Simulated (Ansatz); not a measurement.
# Sn wire along [100], 37 atoms a period, H-terminated: bands by functional and under strain

Aim: is the Sn wire along [100], 37 atoms a period, H-terminated a metal or a semiconductor?

Calculated with Ansatz 0.2.0; DFT PBE, plane waves, PAW; relaxation of a wire's period; PAW set soft_1, in the first sound run; inputs show where later runs differ.

Report form: the programs' logs are mostly left out.

## (1) Set-up

The cell holds 65 atoms: 37 Sn and 28 H. Cell: a = 22.121 Å, b = 22.121 Å, c = 6.650 Å, α = 90.0°, β = 90.0°, γ = 90.0°. Vacuum lies along a and b. The structure's axis is c.

## (2) Relaxation of atoms and period

Band widths follow the bond lengths, so the wire is relaxed first. The atoms and the third cell vector are free; the box across stays fixed as vacuum. A Fermi-Dirac smearing is set since the result may be a metal. The pressure printed is a third of the stress's trace over the whole box, vacuum included; only the stress along the axis is relaxed.

Input file input.yaml:

```yaml
crystal:
  lattice:
    - [22.121, 0.0, 0.0]
    - [0.0, 22.121, 0.0]
    - [0.0, 0.0, 6.65]
  atoms:
    - { symbol: Sn, position: [0.199374484, 0.499993805, 0.0] }
    - { symbol: Sn, position: [0.349684145, 0.349684145, 0.0] }
    - { symbol: Sn, position: [0.349684145, 0.650303466, 0.0] }
    - { symbol: Sn, position: [0.499993805, 0.199374484, 0.0] }
    - { symbol: Sn, position: [0.499993805, 0.499993805, 0.0] }
    - { symbol: Sn, position: [0.499993805, 0.800613126, 0.0] }
    - { symbol: Sn, position: [0.650303466, 0.349684145, 0.0] }
    - { symbol: Sn, position: [0.650303466, 0.650303466, 0.0] }
[... 53 atom lines left out ...]
    - { symbol: H, position: [0.545668186, 0.153700104, 0.848065719] }
    - { symbol: H, position: [0.846287507, 0.454319425, 0.848065719] }
    - { symbol: H, position: [0.228854934, 0.771132677, 0.901934281] }
    - { symbol: H, position: [0.771132677, 0.228854934, 0.901934281] }
kpoints:
  mp_grid: { grid: [1, 1, 13] }
scf:
  occupations: { method: fermi_dirac, width: 0.05 }
hamiltonian:
  xc: pbe
  pseudopotentials: { kind: paw, azcp: { folder: soft_1 } }
relax:
  cell: { fix: [a, b, alpha, beta, gamma] }
  max_steps: 45
  f_tol: 0.03
```

Launch:

```sh
$ ansatz run input.yaml --threads 16 --pin off --max-ram 61440MiB --backend cuda --events-out ev --progress --plain --runs-dir out --max-vram 78GiB
```

It took 22 s on 1 × NVIDIA GB200 with 16 threads of Arm Neoverse V2, shared host; peak memory 1.9 GiB; 2 min of CPU time.

The steps of the relaxation:

```
step  energy less that of the first step (eV)  largest force component (eV/Å)  pressure (GPa)  volume (Å³)
   1                                   0.0000                          0.1666           -0.32      3254.10
   2                                   0.0874                          0.7351            0.24      3250.28
   3                                  -0.2270                          0.0584           -0.10      3255.62
   4                                  -0.2879                          0.0454           -0.02      3264.42
   5                                  -0.3609                          0.0361            0.00      3263.09
   6                                  -0.3879                          0.1372           -0.04      3266.12
   7                                  -0.3849                          0.0735            0.03      3257.92
   8                                  -0.4054                          0.0103            0.00      3259.98
   9                                  -0.4059                          0.0103            0.01      3259.98
```

Relaxation steps 2, 7 were tried and not accepted.

The run keeps the 8 symmetry operations that it works with, so distortions that break them were not tested.

```csv
cell as run,before,after,change
c (Å),6.650,6.662,+0.2 %
```

The atoms that moved most (Å, along periodic axes as changes of fractional coordinates times the final cell, across vacuum about the mean position):

```csv
atom,dx,dy,dz,length
H48,0.276,-0.176,-0.339,0.471
H45,-0.176,0.276,-0.339,0.471
H28,0.276,0.176,0.339,0.471
H31,0.176,0.276,0.339,0.471
H27,-0.276,-0.176,0.339,0.471
H24,-0.176,-0.276,0.339,0.471
H50,0.176,-0.276,-0.339,0.471
H47,-0.276,0.176,-0.339,0.471
```

Numbers from this step:

- cell length along the wire: 6.662 Å

The cell's length comes to 6.662 Å with spin left out.

## (3) The wire at its relaxed period

This step: DFT PBE, plane waves, PAW; bands of a perfect wire; PAW set soft_1 (Ansatz 0.2.0).

At the relaxed period the bands are computed along the axis; those that cross an energy going forward count the channels that a perfect wire would open there.

Input file input.yaml:

```yaml
crystal:
  lattice:
    - [22.121, 0.0, 0.0]
    - [0.0, 22.121, 0.0]
    - [0.0, 0.0, 6.6620129145]
  atoms:
    - { symbol: Sn, position: [0.203163143, 0.5, 0.0] }
    - { symbol: Sn, position: [0.350911944, 0.350911944, 0.001059084] }
    - { symbol: Sn, position: [0.350911944, 0.649088056, 0.998940916] }
    - { symbol: Sn, position: [0.5, 0.203163143, 0.0] }
    - { symbol: Sn, position: [0.5, 0.5, 0.0] }
    - { symbol: Sn, position: [0.5, 0.796836857, 0.0] }
    - { symbol: Sn, position: [0.649088056, 0.350911944, 0.998940916] }
    - { symbol: Sn, position: [0.649088056, 0.649088056, 0.001059084] }
[... 53 atom lines left out ...]
    - { symbol: H, position: [0.54451463, 0.156258688, 0.852880948] }
    - { symbol: H, position: [0.843741312, 0.45548537, 0.852880948] }
    - { symbol: H, position: [0.231180849, 0.768819151, 0.896624565] }
    - { symbol: H, position: [0.768819151, 0.231180849, 0.896624565] }
kpoints:
  mp_grid: { grid: [1, 1, 13] }
  band_path: { path: ["Γ", Z], npoints: 90 }
scf:
  occupations: { method: fermi_dirac, width: 0.05 }
hamiltonian:
  xc: pbe
  pseudopotentials: { kind: paw, azcp: { folder: soft_1 } }
output:
  dos: { e_range: [-5, 4] }
  write_potential: true
  write_density: true
  volumetric_format: npy
```

Wall time 37 s (1 × NVIDIA GB200 with 16 threads); peak memory 4.1 GiB; 4.4 min of CPU time.

Numbers from this step:

```
band gap on the path through both edges : 1.066 eV
```

Electronic bands along the path, in eV, zero at the Fermi level; v1 is the highest filled band, c1 the lowest empty one:

```
  point     v4     v3     v2     v1    c1    c2    c3    c4
      Γ  -0.77  -0.75  -0.75  -0.54  0.52  1.35  1.35  1.43
halfway  -1.02  -0.86  -0.70  -0.70  0.98  1.02  1.02  1.15
      Z  -1.17  -1.17  -1.10  -1.10  0.79  0.85  0.85  0.92
```

The gap is 1.07 eV, with spin left out.

The path shows a direct gap of 1.07 eV (valence top at Γ, conduction bottom at Γ).

## (4) Levels at the same atoms, cutoff 500 eV, k-mesh 1×1×10

This step: DFT r2SCAN, plane waves, PAW; bands of a perfect wire at the PBE geometry; PAW set soft_1 (Ansatz 0.2.0).

The atoms stay at the PBE geometry and the functional changes. r2SCAN also reads the kinetic-energy density; it often gives larger moments and wider gaps than PBE, at a higher cost. Against the first PBE run of this kind, the cutoff is 500 eV against 420 and the mesh along the wire has 10 points against 13.

Edit input.yaml of step 3 so:

```diff
@@ -72,3 +72,3 @@
 kpoints:
-  mp_grid: { grid: [1, 1, 13] }
+  mp_grid: { grid: [1, 1, 10] }
   band_path: { path: ["Γ", Z], npoints: 90 }
@@ -77,8 +77,3 @@
 hamiltonian:
-  xc: pbe
+  xc: r2scan
   pseudopotentials: { kind: paw, azcp: { folder: soft_1 } }
-output:
-  dos: { e_range: [-5, 4] }
-  write_potential: true
-  write_density: true
-  volumetric_format: npy
```

Wall time 44 s (1 × NVIDIA GB200 with 16 threads); peak memory 5.6 GiB; 2.6 min of CPU time.

Numbers from this step:

```
band gap on the path through both edges : 1.370 eV
```

Electronic bands along the path, in eV, zero at the Fermi level; v1 is the highest filled band, c1 the lowest empty one:

| point | v4 | v3 | v2 | v1 | c1 | c2 | c3 | c4 |
| --- | --- | --- | --- | --- | --- | --- | --- | --- |
| Γ | -0.94 | -0.89 | -0.89 | -0.69 | 0.68 | 1.41 | 1.41 | 1.48 |
| halfway | -1.19 | -1.01 | -0.86 | -0.86 | 1.10 | 1.13 | 1.13 | 1.27 |
| Z | -1.35 | -1.35 | -1.28 | -1.28 | 0.89 | 0.96 | 0.96 | 1.03 |

The gap is 1.37 eV, against 1.07 eV under PBE at the relaxed period.

## (5) At a strained period, period over the relaxed period 1.03

This step: DFT PBE, plane waves, PAW; relaxation at a fixed period; PAW set soft_1 (Ansatz 0.2.0).

The period is set to 1.03 times the relaxed one and the atoms relax within it: strain changes bond lengths and angles, which shifts the bands against each other. Against the first PBE run of this kind, the mesh along the wire has 9 points against 13.

The cell differs from the one that the last finished run ended in (c 6.662 → 6.862 Å).

Edit input.yaml of step 4 so:

```diff
@@ -4,3 +4,3 @@
     - [0.0, 22.121, 0.0]
-    - [0.0, 0.0, 6.6620129145]
+    - [0.0, 0.0, 6.8618733019]
   atoms:
@@ -72,3 +72,3 @@
 kpoints:
-  mp_grid: { grid: [1, 1, 10] }
+  mp_grid: { grid: [1, 1, 9] }
   band_path: { path: ["Γ", Z], npoints: 90 }
@@ -77,3 +77,8 @@
 hamiltonian:
-  xc: r2scan
+  xc: pbe
   pseudopotentials: { kind: paw, azcp: { folder: soft_1 } }
+relax:
+  max_steps: 40
+  f_tol: 0.02
+output:
+  stress: true
```

Run time: 35 s. Hardware: 1 × NVIDIA GB200 with 16 threads; peak memory 2.3 GiB.

Relaxation path:

```csv
step,energy less that of the first step (eV),largest force component (eV/Å)
1,0.0000,0.1865
2,0.0266,0.6541
3,-0.1365,0.0670
4,-0.1428,0.0238
5,-0.1507,0.0098
```

Relaxation step 2 was tried and not accepted.

The run keeps the 8 symmetry operations that it works with, so distortions that break them were not tested.

The atoms that moved most (Å):

```csv
atom,dx,dy,dz,length
H11,-0.030,-0.030,0.104,0.113
H64,0.030,-0.030,-0.104,0.113
H65,-0.030,0.030,-0.104,0.113
H10,0.030,0.030,0.104,0.113
H31,-0.076,-0.064,0.050,0.112
H28,-0.064,-0.076,0.050,0.112
H50,-0.076,0.064,-0.050,0.112
H47,0.064,-0.076,-0.050,0.112
```

Numbers from this step:

* band gap on the path through both edges: 1.104 eV

The electronic bands at the labelled points (eV, zero at the Fermi level; v1 is the highest filled band, c1 the lowest empty one):

| point | v4 | v3 | v2 | v1 | c1 | c2 | c3 | c4 |
| --- | --- | --- | --- | --- | --- | --- | --- | --- |
| Γ | -0.69 | -0.66 | -0.66 | -0.59 | 0.51 | 1.34 | 1.34 | 1.41 |
| halfway | -0.93 | -0.91 | -0.64 | -0.64 | 0.99 | 1.02 | 1.02 | 1.13 |
| Z | -1.14 | -1.14 | -1.05 | -1.03 | 0.78 | 0.85 | 0.85 | 0.91 |

The gap is 1.10 eV, against 1.07 eV under PBE at the relaxed period.

## (6) At a strained period, period over the relaxed period 1.1

The period is set to 1.1 times the relaxed one and the atoms relax within it: strain changes bond lengths and angles, which shifts the bands against each other. Against the first PBE run of this kind, the mesh along the wire has 9 points against 13.

The cell differs from the one that the last finished run ended in (c 6.862 → 7.328 Å).

Edit input.yaml of step 5 so:

```diff
@@ -4,3 +4,3 @@
     - [0.0, 22.121, 0.0]
-    - [0.0, 0.0, 6.8618733019]
+    - [0.0, 0.0, 7.3282142059]
   atoms:
```

It took 38 s on 1 × NVIDIA GB200 with 16 threads; peak memory 2.4 GiB.

The steps of the relaxation:

| step | energy less that of the first step (eV) | largest force component (eV/Å) |
| --- | --- | --- |
| 1 | 0.0000 | 0.5844 |
| 2 | -0.8558 | 0.4621 |
| 3 | -1.2836 | 0.2409 |
| 4 | -1.4950 | 0.0725 |
| 5 | -1.5118 | 0.0132 |
| 6 | -1.5118 | 0.0132 |
| 7 | -1.5140 | 0.0061 |

The run keeps the 8 symmetry operations that it works with, so distortions that break them were not tested.

The atoms that moved most (Å):

| atom | dx | dy | dz | length |
| --- | --- | --- | --- | --- |
| H28 | -0.265 | -0.275 | 0.120 | 0.400 |
| H47 | 0.265 | -0.275 | -0.120 | 0.400 |
| H31 | -0.275 | -0.265 | 0.120 | 0.400 |
| H45 | 0.275 | -0.265 | -0.120 | 0.400 |
| H48 | -0.265 | 0.275 | -0.120 | 0.400 |
| H27 | 0.265 | 0.275 | 0.120 | 0.400 |
| H24 | 0.275 | 0.265 | 0.120 | 0.400 |
| H50 | -0.275 | 0.265 | -0.120 | 0.400 |

Numbers from this step:

* energy at zero smearing: -223330.0113 eV
* band gap on the path through both edges: 0.8379 eV

The gap is 0.838 eV, against 1.07 eV under PBE at the relaxed period.

## (7) Outcome

| Property | Result |
| --- | --- |
| cell length, PBE | 6.662 Å |
| gap, PBE | 1.07 eV |
| gap, r2SCAN | 1.37 eV |
| gap, period scaled by 1.03 | 1.10 eV |
| gap, period scaled by 1.1 | 0.838 eV |

In words: Under PBE the cell's length is 6.66 Å, and a gap of 1.07 eV makes it a semiconductor. At the relaxed period the wire is gapped under every functional, from 1.07 eV (PBE) to 1.37 eV (r2SCAN). Weak screening in one dimension makes quasiparticle gaps larger than the semilocal gaps, as a rule. Strain matters: under PBE the gap goes from 1.07 eV to 1.10 eV at 1.03 times the period and 0.838 eV at 1.1 times the period.

[Logs are printed without paths, hosts, clocks, repeated set-up lines and the standing remarks that a program may print on its own settings, such as how far it seeks lower states.]

[Hosts, paths, dates, database ids (printed as entryN), source tags and the programs' standing remarks are cut or masked in the printed files.]
